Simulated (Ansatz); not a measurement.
# WSi2P4 bilayer (AB) in a perpendicular field, part 3 of 4

Aim: how the WSi2P4 bilayer (AB) screens a field along its normal, and what the field does to its bands. A positive field points along +c.

Ansatz 0.2.0; plane-wave DFT, r2SCAN-D4, Ansatz PAW.

So far, gap along the path (eV): step 3 (atoms held, field 0) 0.907; step 4 (field 0.03 V/Å) 0.862; step 5 (field -0.03 V/Å) 0.902; step 6 (field 0.15 V/Å) 0.683; step 7 (field 0.25 V/Å) 0.533.

## 8. Atoms held, field -0.25 V/Å

File input.yaml:

```yaml
crystal:
  lattice:
    - [3.4404336888, 0.0, 0.0]
    - [-1.7202168444, 2.9795029746, 0.0]
    - [0.0, 0.0, 40.0434973317]
  atoms:
    - { symbol: P, position: [0.0, 0.0, 0.2247555933] }
    - { symbol: Si, position: [0.3333333333, 0.6666666667, 0.2501312136] }
    - { symbol: P, position: [0.3333333333, 0.6666666667, 0.3061721384] }
    - { symbol: W, position: [0.0, 0.0, 0.3416675781] }
    - { symbol: P, position: [0.3333333333, 0.6666666667, 0.3771723204] }
    - { symbol: Si, position: [0.3333333333, 0.6666666667, 0.4331884414] }
    - { symbol: P, position: [0.0, 0.0, 0.4585450792] }
    - { symbol: P, position: [0.3333333333, 0.6666666667, 0.5414708918] }
    - { symbol: Si, position: [0.6666666667, 0.3333333333, 0.5668117311] }
    - { symbol: P, position: [0.6666666667, 0.3333333333, 0.6228377378] }
    - { symbol: W, position: [0.3333333333, 0.6666666667, 0.6583315287] }
    - { symbol: P, position: [0.6666666667, 0.3333333333, 0.6938273644] }
    - { symbol: Si, position: [0.6666666667, 0.3333333333, 0.749868609] }
    - { symbol: P, position: [0.3333333333, 0.6666666667, 0.7752444067] }
kpoints:
  mp_grid: { grid: [18, 18, 1] }
  band_path:
    path: [[0, 0, 0], [0.5, 0, 0], [0.33333333, 0.33333333, 0], [0, 0, 0]]
    npoints: 16
hamiltonian:
  xc: r2scan
  dispersion: d4
scf:
  occupations: { method: fermi_dirac, width: 0.02585 }
  convergence: { dr2_threshold: 1.0e-10 }
efield:
  axis: 3
  dipole_correction: true
  ramp_position: 0.9693
  ramp_width: 0.0614
  amplitude: -0.25
output:
  dos: { projected: true, e_range: [-6, 5] }
  bader: true
  write_potential: true
  write_density: true
  volumetric_format: npy
  elf: true
```

Launch:

```console
ansatz run input.yaml --threads 4 --pin off --max-ram 12288MiB --backend cpu --events-out ev --progress --plain --runs-dir out
```

Numbers of over 12 decimals in the logs are rounded to 6 here.

Log:

```text
[...]
Crystal: 14 atoms, lattice volume = 410.477 Å³
Basis set: ecut = 500 eV, 10467 PW (Γ), exchange–correlation on 108×108×1200 points (64 copies of the dense FFT grid, shifted against one another)
Bands: 56, of which v1, the nominal top of the filled ones, is band 42 counted from 1 (41 counted from 0)
Symmetry: 6 space group operations
[...]
2      P     -1.0998     0.0101
     3      W      1.1175     0.0048
     4      P     -1.1032     0.0107
     5     Si      2.1273     0.0283
     6      P     -1.5917     0.0200
     7      P     -1.5748     0.0200
     8     Si      2.1247     0.0278
     9      P     -1.0998     0.0102
    10      W      1.1173     0.0048
    11      P     -1.1027     0.0107
    12     Si      2.1273     0.0283
    13      P     -1.5971     0.0200
  estimated error of the sums over rays = 9.8e-4 e
[key lines of the parts left out:]
SCF converged after 25 iterations
Free energy (F): -29430.379317 eV
Fermi energy:    3.955211 eV
Dipole field:    D = -0.139605 V/Å  (p = -0.316686 e·Å, saw-weighted, corrected)
```

Run time: 2.7 min. Hardware: 4 threads of Arm Neoverse V2, shared host; peak memory 2.3 GiB; 11 min of CPU time.

The dipole is -0.317 e·Å, and the gap 0.572 eV.

## 9. Response, atoms held

This step: plane-wave DFT, r2SCAN-D4, Ansatz PAW; response to a field along the normal, atoms held (Ansatz 0.2.0).

The dipoles give the slope, and the difference of two potentials shows where the field is screened.

This step gave:

* equivalent conductor thickness p/(ε₀AE): 22.29 Å
* distance between the outer atoms: 22.04 Å

Table of dipole of the cell by applied field:

| applied field (V/Å) | dipole of the cell (e·Å) |
| --- | --- |
| -0.250 | -0.317 |
| -0.030 | -0.0389 |
| 0.000 | -9.9e-4 |
| 0.030 | 0.0369 |
| 0.150 | 0.188 |
| 0.250 | 0.315 |

Local field over the applied field, running mean. From the potentials at -0.03 and 0.03 V/Å; running mean over 2.5 Å. Table of local field over applied field by z:

z (Å), local field over applied field and a bar:
```
        5      0.996 ##############################
        6      0.963 #############################
        7      0.783 #######################
        8      0.438 #############
        9      0.132 ###
       10      0.079 #
       11      0.105 ##
       12      0.079 #
       13      0.048 
       14      0.038 
       15      0.063 #
       16      0.102 ##
       17      0.080 #
       18      0.078 #
       19      0.224 ######
       20      0.325 #########
       21      0.233 ######
       22      0.081 #
       23      0.080 #
       24      0.103 ##
       25      0.064 #
       26      0.039 
       27      0.047 
       28      0.077 #
       29      0.106 ##
       30      0.079 #
       31      0.124 ###
       32      0.422 ############
       33      0.770 #######################
       34      0.959 #############################
       35      0.996 ##############################
```

The induced electron density oscillates, so the rows of the table below give means over windows of 2 Å about each position, cut where the curve ends. Its first 14 maxima inside the range that stand out by 2 % of the span (Å: e/Å³ per V/Å): 8.0: 0.00363, 9.3: 9.4e-4, 10.9: 5.9e-4, 12.1: 9.7e-4, 14.4: 3.8e-4, 15.8: 1.0e-5, 17.2: 0.00161, 18.4: -5.3e-4, 20.8: 0.00250, 22.0: 8.1e-4, 23.8: 5.5e-4, 24.8: 9.0e-4, 27.1: 4.0e-4, 28.4: 2.0e-5. Its first 14 minima: 8.9: 5.2e-4, 10.1: -0.00171, 11.6: -2.2e-5, 12.9: -4.1e-4, 15.2: -9.3e-4, 16.3: -5.3e-4, 18.0: -8.1e-4, 19.2: -0.00250, 21.6: 5.1e-4, 22.8: -0.00161, 24.3: -3.3e-6, 25.6: -3.6e-4, 27.9: -9.7e-4, 29.1: -5.9e-4.

Electrons, planar mean, per unit field. Induced electron density against z; means over each step:

z (Å), induced electron density (e/Å³ per V/Å) and a bar from the least value:
```
        6    0.00033 #################
        8    0.00225 ##############################
       10   -0.00021 ##############
       12    0.00030 #################
       14    0.00000 ###############
       16   -0.00026 #############
       18   -0.00013 ##############
       20   -0.00004 ###############
       22    0.00019 ################
       24    0.00022 ################
       26    0.00001 ###############
       28   -0.00028 #############
       30    0.00021 ################
       32   -0.00224 
       34   -0.00036 #############
```

The smaller of the gaps on the path and on the k-mesh, counted as 0 under 0.03 eV. The gap by applied field:

| applied field (V/Å) | gap (eV) |
| --- | --- |
| -0.250 | 0.572 |
| -0.030 | 0.902 |
| 0.000 | 0.907 |
| 0.030 | 0.862 |
| 0.150 | 0.682 |
| 0.250 | 0.533 |

By hand: between -0.03 and 0.03 V/Å the dipole changes by 0.07577 e·Å, a slope of 1.263 e·Å²/V. A perfect conductor of thickness t has p = ε₀AEt, so t = 180.95 × 1.263 / 10.251 = 22.29 Å (e/ε₀ = 180.95 V·Å, A in Å²).

The induced dipole is that of a conductor 22.29 Å thick.

## 10. Field on, atoms free, field 0.1 V/Å

This step: plane-wave DFT, r2SCAN-D4, Ansatz PAW (Ansatz 0.2.0).

Now the atoms may follow the field. A weak field makes forces of meV/Å to tens of meV/Å, so the force tolerance is set well below the usual one.

input.yaml, as its differences from that of step 8:

```diff
@@ -21,6 +21,3 @@
 kpoints:
-  mp_grid: { grid: [18, 18, 1] }
-  band_path:
-    path: [[0, 0, 0], [0.5, 0, 0], [0.33333333, 0.33333333, 0], [0, 0, 0]]
-    npoints: 16
+  mp_grid: { grid: [12, 12, 1] }
 hamiltonian:
@@ -36,6 +33,7 @@
   ramp_width: 0.0614
-  amplitude: -0.25
+  amplitude: 0.1
+relax:
+  f_tol: 0.001
+  max_steps: 60
 output:
-  dos: { projected: true, e_range: [-6, 5] }
-  bader: true
   write_potential: true
@@ -43,2 +41 @@
   volumetric_format: npy
-  elf: true
```

Log:

```text
[...]
Crystal: 14 atoms, lattice volume = 410.477 Å³
Basis set: ecut = 500 eV, 10467 PW (Γ), exchange–correlation on 108×108×1200 points (64 copies of the dense FFT grid, shifted against one another)
Bands: 56, of which v1, the nominal top of the filled ones, is band 42 counted from 1 (41 counted from 0)
Symmetry: 6 space group operations
[...]
k-points: 19 of 144 (time reversal used)
[...]
SCF iter   1: F=—  HF=-29430.381549 eV  |F-HF|=—  |Δ(HF+E_count)|=         —  Δρ=8.08e-3  dr2=3.89e0  dr2_τ=2.63e-1  ethr=1.77e-3  p=0.001 e·Å  D=3.01e-4 V/Å  ΔV_dip=-0.01 eV  dr2_dipole=2.42e0  V_vac-E_F(+/−)=6.97/3.29 eV  ⟨swp⟩=10.2  Hψ=6791  notcnv=0  defer=26
[...]
SCF iter  24: F=-29430.345431 eV  HF=-29430.345431 eV  |F-HF|=1.82e-10  |Δ(HF+E_count)|=  1.53e-10  Δρ=1.02e-7  dr2=2.98e-11  dr2_τ=1.45e-12  ethr=1.00e-12  p=0.125 e·Å  D=5.52e-2 V/Å  ΔV_dip=-2.21 eV  dr2_dipole=2.93e-12  V_vac-E_F(+/−)=5.62/4.15 eV  ⟨swp⟩=7.5  Hψ=5524  notcnv=0
SCF 1 converged in 24 iterations: F = -29430.345431 eV  dr2 = 2.98e-11
[...]
relax step   1: F+E_penalty+E_count = -29430.34543095 eV  Δ(F+E_penalty+E_count) = +0.000e0 eV  max|allowed force component| = 2.531e-2 eV/Å  Δτ_max = 0.0000 Å  (24 SCF iters, accepted)
[...]
SCF iter  10: F=-29430.345467 eV  HF=-29430.345467 eV  |F-HF|=2.91e-11  |Δ(HF+E_count)|=  6.18e-11  Δρ=3.84e-8  dr2=1.97e-11  dr2_τ=1.04e-12  ethr=1.00e-12  p=0.126 e·Å  D=5.57e-2 V/Å  ΔV_dip=-2.23 eV  dr2_dipole=2.39e-13  V_vac-E_F(+/−)=5.61/4.16 eV  ⟨swp⟩=7.1  Hψ=6125  notcnv=0
SCF 2 converged in 10 iterations: F = -29430.345467 eV  dr2 = 1.97e-11
relax step   2: F+E_penalty+E_count = -29430.34546731 eV  Δ(F+E_penalty+E_count) = -3.636e-5 eV  max|allowed force component| = 1.532e-2 eV/Å  Δτ_max = 0.0025 Å  (10 SCF iters, accepted)
SCF iter   1: F=—  HF=-29430.345480 eV  |F-HF|=—  |Δ(HF+E_count)|=         —  Δρ=1.74e-5  dr2=4.66e-6  dr2_τ=4.36e-5  ethr=2.91e-8  p=0.126 e·Å  D=5.57e-2 V/Å  ΔV_dip=-2.23 eV  dr2_dipole=1.38e-6  V_vac-E_F(+/−)=5.61/4.16 eV  ⟨swp⟩=2.9  Hψ=2087  notcnv=0  defer=131
[...]
SCF iter   8: F=-29430.345476 eV  HF=-29430.345476 eV  |F-HF|=5.82e-11  |Δ(HF+E_count)|=  6.18e-11  Δρ=4.40e-8  dr2=1.23e-11  dr2_τ=4.41e-13  ethr=1.00e-12  p=0.126 e·Å  D=5.56e-2 V/Å  ΔV_dip=-2.23 eV  dr2_dipole=3.28e-13  V_vac-E_F(+/−)=5.62/4.15 eV  ⟨swp⟩=7.0  Hψ=6110  notcnv=0
SCF 3 converged in 8 iterations: F = -29430.345476 eV  dr2 = 1.23e-11
relax step   3: F+E_penalty+E_count = -29430.34547616 eV  Δ(F+E_penalty+E_count) = -8.855e-6 eV  max|allowed force component| = 1.583e-3 eV/Å  Δτ_max = 0.0005 Å  (8 SCF iters, accepted)
SCF iter   1: F=—  HF=-29430.345486 eV  |F-HF|=—  |Δ(HF+E_count)|=         —  Δρ=1.07e-5  dr2=3.51e-7  dr2_τ=4.17e-6  ethr=2.34e-8  p=0.126 e·Å  D=5.56e-2 V/Å  ΔV_dip=-2.23 eV  dr2_dipole=3.52e-9  V_vac-E_F(+/−)=5.62/4.15 eV  ⟨swp⟩=2.3  Hψ=1989  notcnv=0  defer=132
[...]
SCF iter   7: F=-29430.345476 eV  HF=-29430.345476 eV  |F-HF|=3.27e-11  |Δ(HF+E_count)|=  2.18e-11  Δρ=4.39e-8  dr2=4.98e-11  dr2_τ=7.84e-13  ethr=1.00e-12  p=0.126 e·Å  D=5.56e-2 V/Å  ΔV_dip=-2.23 eV  dr2_dipole=3.94e-12  V_vac-E_F(+/−)=5.62/4.15 eV  ⟨swp⟩=7.9  Hψ=5567  notcnv=0
SCF 4 converged in 7 iterations: F = -29430.345476 eV  dr2 = 4.98e-11
relax step   4: F+E_penalty+E_count = -29430.34547640 eV  Δ(F+E_penalty+E_count) = -2.342e-7 eV  max|allowed force component| = 1.390e-4 eV/Å  Δτ_max = 0.0002 Å  (7 SCF iters, accepted)
[...]
the band table was solved once a step of the walk had ended and its energy, with any forces and stress, was formed, with the checks that follow a solve (6655 applications of the Hamiltonian). They found nothing against the state; the energy, forces and stress were not computed again (output.eigenvalues in the input reference)
[...]
SCF iter   2: F=-29430.345476 eV  HF=-29430.345476 eV  |F-HF|=4.37e-11  |Δ(HF+E_count)|=  4.00e-11  Δρ=2.34e-8  dr2=1.86e-11  dr2_τ=4.42e-13  ethr=1.00e-12  p=0.126 e·Å  D=5.56e-2 V/Å  ΔV_dip=-2.23 eV  dr2_dipole=3.28e-12  V_vac-E_F(+/−)=5.62/4.15 eV  ⟨swp⟩=8.2  Hψ=5700  notcnv=0
SCF 5 converged in 2 iterations: F = -29430.345476 eV  dr2 = 1.86e-11
[...]
SCF converged after 2 iterations
Free energy (F): -29430.345476 eV
[...]
Internal energy: -29430.345476 eV  (E = F + TS)
E sigma→0 (E₀):  -29430.345476 eV
Fermi energy:    3.959910 eV
Dipole field:    D = 0.055618 V/Å  (p = 0.126165 e·Å, saw-weighted, corrected)
Work function:   not extracted (applied field tilts the vacuum); planar V_es + V_field profile in the machine report
[...]
--- Forces (eV/Å), atoms counted from 1 ---
  atom   1  P      0.00000000    -0.00000000    -0.00003999
  atom   2  Si     0.00000000     0.00000000     0.00009430
  atom   3  P      0.00000000    -0.00000000    -0.00004151
  atom   4  W      0.00000000    -0.00000000    -0.00004880
  atom   5  P      0.00000000    -0.00000000    -0.00009267
  atom   6  Si     0.00000000     0.00000000     0.00013882
  atom   7  P      0.00000000    -0.00000000    -0.00003164
  atom   8  P      0.00000000    -0.00000000    -0.00003628
  atom   9  Si     0.00000000     0.00000000     0.00008780
  atom  10  P      0.00000000    -0.00000000    -0.00001341
  atom  11  W      0.00000000    -0.00000000    -0.00005716
  atom  12  P      0.00000000    -0.00000000    -0.00005717
  atom  13  Si     0.00000000     0.00000000     0.00013432
  atom  14  P     -0.00000000    -0.00000000    -0.00003668
  max |Σ_I F_I| component: 6.39e-8 eV/Å
--- Band table (eV; the first three rows and the last of 19) ---
  k-point 0: bands = [... 38 lower, 2.5504, 2.5504, 3.0827, 3.4443, 6.1946, 6.1946, 6.3550, 6.3550, ... 10 higher]
  k-point 1: bands = [... 38 lower, 2.3635, 2.5591, 3.0948, 3.3948, 6.0222, 6.1713, 6.2263, 6.3840, ... 10 higher]
  k-point 2: bands = [... 38 lower, 2.1401, 2.4440, 2.9221, 3.1229, 5.6538, 5.7204, 5.8978, 5.9832, ... 10 higher]
  k-point 18: bands = [... 38 lower, 2.2179, 2.3879, 3.4122, 3.5775, 4.3422, 4.5016, 5.0448, 5.2743, ... 10 higher]
--- Relaxed structure (4 steps of the walk, 4 accepted, 0 SCFs on fresh bases) ---
  F+E_penalty+E_count = -29430.34547640 eV   max|allowed force component| = 1.390e-4 eV/Å
  atoms:
    - { symbol: P, position: [4.2285261438767354e-17, -7.731518015622605e-19, 0.224720] }
    - { symbol: Si, position: [0.333333, 0.666667, 0.250111] }
    - { symbol: P, position: [0.333333, 0.666667, 0.306134] }
    - { symbol: W, position: [4.2279667305753447e-17, -7.8434006759006955e-19, 0.341609] }
    - { symbol: P, position: [0.333333, 0.666667, 0.377134] }
    - { symbol: Si, position: [0.333333, 0.666667, 0.433171] }
    - { symbol: P, position: [4.228597805807185e-17, -7.717185629532793e-19, 0.458512] }
    - { symbol: P, position: [0.333333, 0.666667, 0.541505] }
    - { symbol: Si, position: [0.666667, 0.333333, 0.566860] }
    - { symbol: P, position: [0.666667, 0.333333, 0.622868] }
    - { symbol: W, position: [0.333333, 0.666667, 0.658342] }
    - { symbol: P, position: [0.666667, 0.333333, 0.693859] }
    - { symbol: Si, position: [0.666667, 0.333333, 0.749921] }
    - { symbol: P, position: [0.333333, 0.666667, 0.775279] }
```

Elapsed: 2 min, on 4 threads; peak memory 2 GiB.

No atom moved by 0.005 Å in the relaxation.

Numbers from this step:

```
dipole along the normal : 0.1262 e·Å
```

The relaxation took 4 steps and lowered the energy by 4.5e-5 eV; the largest force on the free atoms ends at 1.4e-4 eV/Å.

The dipole is 0.126 e·Å, and the gap on the mesh 0.765 eV.

## 11. Relaxing in the field, field -0.1 V/Å

The opposite sign, again from the field-free geometry; the difference of the two cancels what relaxes without a field.

input.yaml, as its differences from that of step 10:

```diff
@@ -33,3 +33,3 @@
   ramp_width: 0.0614
-  amplitude: 0.1
+  amplitude: -0.1
 relax:
```

Log:

```text
[...]
Crystal: 14 atoms, lattice volume = 410.477 Å³
Basis set: ecut = 500 eV, 10467 PW (Γ), exchange–correlation on 108×108×1200 points (64 copies of the dense FFT grid, shifted against one another)
Bands: 56, of which v1, the nominal top of the filled ones, is band 42 counted from 1 (41 counted from 0)
Symmetry: 6 space group operations
[...]
- { symbol: P, position: [0.333333, 0.666667, 0.541483] }
    - { symbol: Si, position: [0.666667, 0.333333, 0.566809] }
    - { symbol: P, position: [0.666667, 0.333333, 0.622856] }
    - { symbol: W, position: [0.333333, 0.666667, 0.658371] }
    - { symbol: P, position: [0.666667, 0.333333, 0.693846] }
    - { symbol: Si, position: [0.666667, 0.333333, 0.749870] }
    - { symbol: P, position: [0.333333, 0.666667, 0.775261] }
[key lines of the parts left out:]
SCF converged after 2 iterations
Free energy (F): -29430.345673 eV
Fermi energy:    3.957085 eV
Dipole field:    D = -0.056483 V/Å  (p = -0.128129 e·Å, saw-weighted, corrected)
```

Elapsed: 1.9 min, on 4 threads; peak memory 2 GiB.

Hardly anything moved in the relaxation; the energy changed by under 0.2 meV an atom.

Numbers from this step:

| Item | Value |
| --- | --- |
| dipole along the normal | -0.1281 e·Å |

The relaxation took 4 steps and lowered the energy by 4.4e-5 eV; the largest force on the free atoms ends at 1.4e-4 eV/Å.

The dipole is -0.128 e·Å, and the gap on the mesh 0.804 eV.

## 12. Response, atoms relaxed

This step: plane-wave DFT, r2SCAN-D4, Ansatz PAW; response to a field along the normal, atoms relaxed (Ansatz 0.2.0).

The same analysis on the two relaxed runs holds the ionic part too; their mesh is coarser, so small differences from the held value can come from that.

Numbers from this step:

* equivalent conductor thickness p/(ε₀AE): 22.44 Å

The dipole of the cell by applied field:

| applied field (V/Å) | dipole of the cell (e·Å) |
| --- | --- |
| -0.1000 | -0.128 |
| 0.1000 | 0.126 |

The local field over applied field oscillates, so the rows of the table below give means over windows of 2 Å about each position, cut where the curve ends. Its maxima inside the range that stand out by 2 % of the span (Å: value): 11.3: 0.0706, 12.9: 0.175, 14.4: 0.175, 16.0: 0.0690, 19.8: 0.351, 25.9: 0.0865, 28.3: 0.0866. Its minima: 10.5: -0.00310, 12.0: -0.00434, 13.6: 0.0524, 15.3: -0.00686, 16.8: -0.00115, 22.2: -0.0160, 27.8: 0.0659, 30.6: -0.00613.

Local field over the applied field, running mean. From the potentials at -0.1 and 0.1 V/Å; running mean over 2.5 Å. Table of local field over applied field by z; means over each step:

| z (Å) | local field over applied field |
| --- | --- |
| 6 | 0.934 |
| 8 | 0.455 |
| 10 | 0.0559 |
| 12 | 0.0624 |
| 14 | 0.112 |
| 16 | 0.0251 |
| 18 | 0.106 |
| 20 | 0.323 |
| 22 | 0.0661 |
| 24 | 0.0653 |
| 26 | 0.0784 |
| 28 | 0.0750 |
| 30 | 0.0313 |
| 32 | 0.451 |
| 34 | 0.938 |

The induced electron density oscillates, so the rows of the table below give means over windows of 2 Å about each position, cut where the curve ends. Its maxima inside the range that stand out by 2 % of the span (Å: e/Å³ per V/Å): 8.0: 0.00460, 13.2: 0.0172, 17.4: 0.00223, 20.6: 0.00125, 22.4: 0.00114, 23.6: 0.00178, 25.9: 0.00846, 28.4: -3.6e-4, 29.8: 4.6e-4, 31.0: 0.00150. Its minima: 10.0: -0.00245, 14.1: -0.0172, 19.2: -0.00350, 21.8: -0.00159, 23.0: -2.9e-4, 24.3: 4.0e-4, 26.8: -0.00847, 29.1: -0.00181, 30.3: -9.0e-4, 32.3: -0.00276.

Electrons, planar mean, per unit field. The induced electron density by z; means over each step:

| z (Å) | induced electron density (e/Å³ per V/Å) |
| --- | --- |
| 6 | 3.4e-4 |
| 8 | 0.00266 |
| 10 | -5.4e-4 |
| 12 | 0.00347 |
| 14 | -0.00202 |
| 16 | -0.00156 |
| 18 | 2.6e-4 |
| 20 | -8.6e-4 |
| 22 | -1.9e-4 |
| 24 | 9.6e-4 |
| 26 | 0.00126 |
| 28 | -0.00191 |
| 30 | -2.3e-4 |
| 32 | -0.00129 |
| 34 | -3.4e-4 |

The induced dipole is that of a conductor 22.44 Å thick.

[end of part 3 of 4]

[Logs are printed without paths, hosts, clocks, repeated set-up lines and the standing remarks that a program may print on its own settings, such as how far it seeks lower states.]

[Hosts, paths, dates, database ids (printed as entryN), source tags and the programs' standing remarks are cut or masked in the printed files.]

[Maps of the electrostatic potential energy from Ansatz leave out the sawtooth potential of an applied field or a dipole correction, so their vacuum need not be flat; planar profiles and work functions include it.]
